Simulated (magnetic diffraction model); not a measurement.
**Solving a magnetic structure from powder neutron data: Dy3TiAs5**

Space group P6_3/mcm (no. 193), a = 8.8560 Å, c = 5.8360 Å.

```csv
site,atom,x,y,z
6g,Dy,0,0.3851,3/4
4d,As,1/3,2/3,1/2
6g,As,0,0.7476,3/4
2b,Ti,0,0,1/2
```

This is a made-up structure (elements placed in a structure type, unrelaxed), so the numbers test the method and describe no known phase.

Only Dy is taken to order (form factors of Dy3+); orders and moment sizes are assumed, and not adapted to the symmetry. Radiation: neutrons of λ = 1.8 Å (absorption by Dy left out), 2° to 60°; isotropic B of 0.46 Å² (Dy), 0.51 Å² (As) and 0.81 Å² (Ti). Simulated constant-wavelength pattern: nuclear and magnetic terms add, the magnetic one as |2.695 fm × Σ f S⊥ exp(2πi Q·r) exp(−B s²)|², summed over all Q at one angle with the factor 1/(sin²θ cos θ). For a modulated order the moment at position r is S exp(−2πi k·r) + c.c., with S = m/2 for a sine wave of amplitude m and S = m(u + iv)/2 for moments turning in a plane, u and v being orthogonal unit vectors in it; the phase factor of the sum at Q = H + k is then exp(2πi H·r). Free-ion form factors, Sears's scattering lengths of 1992, no absorption; a label names one of the reflections at its angle. The strongest nuclear line in the range is 100, and lines under 0.2 are left out.

Above the ordering temperature:

| 2θ (°) | index | I |
| --- | --- | --- |
| 13.48 | (1 0 0) | 29.4 |
| 23.45 | (1 1 0) | 27.7 |
| 27.15 | (2 0 0) | 1.1 |
| 29.56 | (1 1 1) | 57.1 |
| 35.93 | (0 0 2) | 36.4 |
| 36.17 | (2 1 0) | 17.8 |
| 38.54 | (1 0 2) | 3.2 |
| 40.57 | (2 1 1) | 100.0 |
| 41.23 | (3 0 0) | 63.9 |
| 43.35 | (1 1 2) | 66.0 |
| 45.61 | (2 0 2) | 23.0 |
| 47.97 | (2 2 0) | 1.4 |
| 50.06 | (3 1 0) | 16.7 |
| 51.54 | (2 2 1) | 24.9 |
| 51.91 | (2 1 2) | 0.4 |
| 53.53 | (3 1 1) | 51.0 |
| 55.81 | (3 0 2) | 29.6 |
| 55.99 | (4 0 0) | 0.5 |

Below it (cell unchanged):

| 2θ (°) | I |
| --- | --- |
| 7.77 | 380.9 |
| 13.48 | 29.4 |
| 15.57 | 18.6 |
| 19.39 | 14.8 |
| 20.65 | 69.9 |
| 23.45 | 27.7 |
| 23.69 | 29.6 |
| 27.15 | 1.1 |
| 27.36 | 30.9 |
| 28.28 | 17.8 |
| 29.56 | 57.1 |
| 31.45 | 7.4 |
| 33.58 | 56.3 |
| 34.35 | 6.5 |
| 35.93 | 36.4 |
| 36.17 | 17.8 |
| 36.34 | 23.9 |
| 36.82 | 17.2 |
| 38.54 | 3.2 |
| 38.92 | 16.4 |
| 39.37 | 3.7 |
| 39.60 | 2.7 |
| 40.57 | 100.0 |
| 41.23 | 63.9 |
| 41.80 | 19.9 |
| 42.02 | 11.6 |
| 43.35 | 66.0 |
| 43.70 | 1.9 |
| 44.32 | 5.1 |
| 45.61 | 23.0 |
| 45.94 | 21.7 |
| 46.34 | 9.1 |
| 47.97 | 1.4 |
| 48.10 | 19.7 |
| 48.48 | 4.3 |
| 48.67 | 13.9 |
(The table stops after 36 lines; 19 more lie at higher angle.)

**Question.** Find the propagation vector, then choose among these models:
A. moments turning in the plane of [100] and [001], 8.8 μB on Dy; signs + at (0, 0.3851, 3/4), + at (0.3851, 0.3851, 1/4), − at (0.3851, 0, 3/4), + at (0, 0.6149, 1/4), + at (0.6149, 0.6149, 3/4), − at (0.6149, 0, 1/4)
B. moments turning in the plane of [100] and [010], 8.8 μB on Dy; signs + at (0, 0.3851, 3/4), + at (0.3851, 0.3851, 1/4), − at (0.3851, 0, 3/4), + at (0, 0.6149, 1/4), + at (0.6149, 0.6149, 3/4), − at (0.6149, 0, 1/4)
C. a sine wave with moments along [100] (amplitudes given), 8.8 μB on Dy; signs + at (0, 0.3851, 3/4), + at (0.3851, 0.3851, 1/4), − at (0.3851, 0, 3/4), + at (0, 0.6149, 1/4), + at (0.6149, 0.6149, 3/4), − at (0.6149, 0, 1/4)
D. a sine wave with moments along [010] (amplitudes given), 8.8 μB on Dy; signs + at (0, 0.3851, 3/4), + at (0.3851, 0.3851, 1/4), − at (0.3851, 0, 3/4), + at (0, 0.6149, 1/4), + at (0.6149, 0.6149, 3/4), − at (0.6149, 0, 1/4)

The new lines index as (1/3 1/3 0) at 7.77°, (2/3 2/3 0) at 15.57°, (2/3 -1/3 1) at 19.39° and (4/3 1/3 0) at 20.65°, that is as H ± k with k = (1/3 1/3 0). Satellites come in pairs about each point of the reciprocal lattice.

Magnetic intensity, observed (below minus above) and for each model:

| 2θ (°) | index | observed | A | B | C | D |
| --- | --- | --- | --- | --- | --- | --- |
| 7.77 | (1/3 1/3 0) | 380.9 | 380.9 | 229.6 | 151.3 | 41.7 |
| 20.65 | (4/3 1/3 0) | 69.9 | 69.9 | 42.5 | 27.4 | 21.5 |
| 23.69 | (2/3 2/3 1) | 29.6 | 29.6 | 38.6 | 18.8 | 18.8 |
| 27.36 | (4/3 1/3 1) | 30.9 | 30.9 | 38.7 | 15.3 | 24.5 |
| 33.58 | (5/3 2/3 1) | 56.3 | 56.3 | 51.0 | 27.9 | 22.6 |
| 36.34 | (4/3 4/3 1) | 23.9 | 23.9 | 19.2 | 12.2 | 5.2 |
| 36.82 | (1/3 1/3 2) | 17.2 | 17.2 | 32.7 | 16.4 | 16.1 |
| 45.94 | (2/3 8/3 1) | 21.7 | 21.7 | 16.4 | 9.8 | 4.7 |

Model A matches.

The structure used: k = (1/3 1/3 0), moments turning in the plane of [100] and [001], 8.8 μB on Dy; signs + at (0, 0.3851, 3/4), + at (0.3851, 0.3851, 1/4), − at (0.3851, 0, 3/4), + at (0, 0.6149, 1/4), + at (0.6149, 0.6149, 3/4), − at (0.6149, 0, 1/4).

[Logs are printed without paths, hosts, clocks, repeated set-up lines and the standing remarks that a program may print on its own settings, such as how far it seeks lower states.]
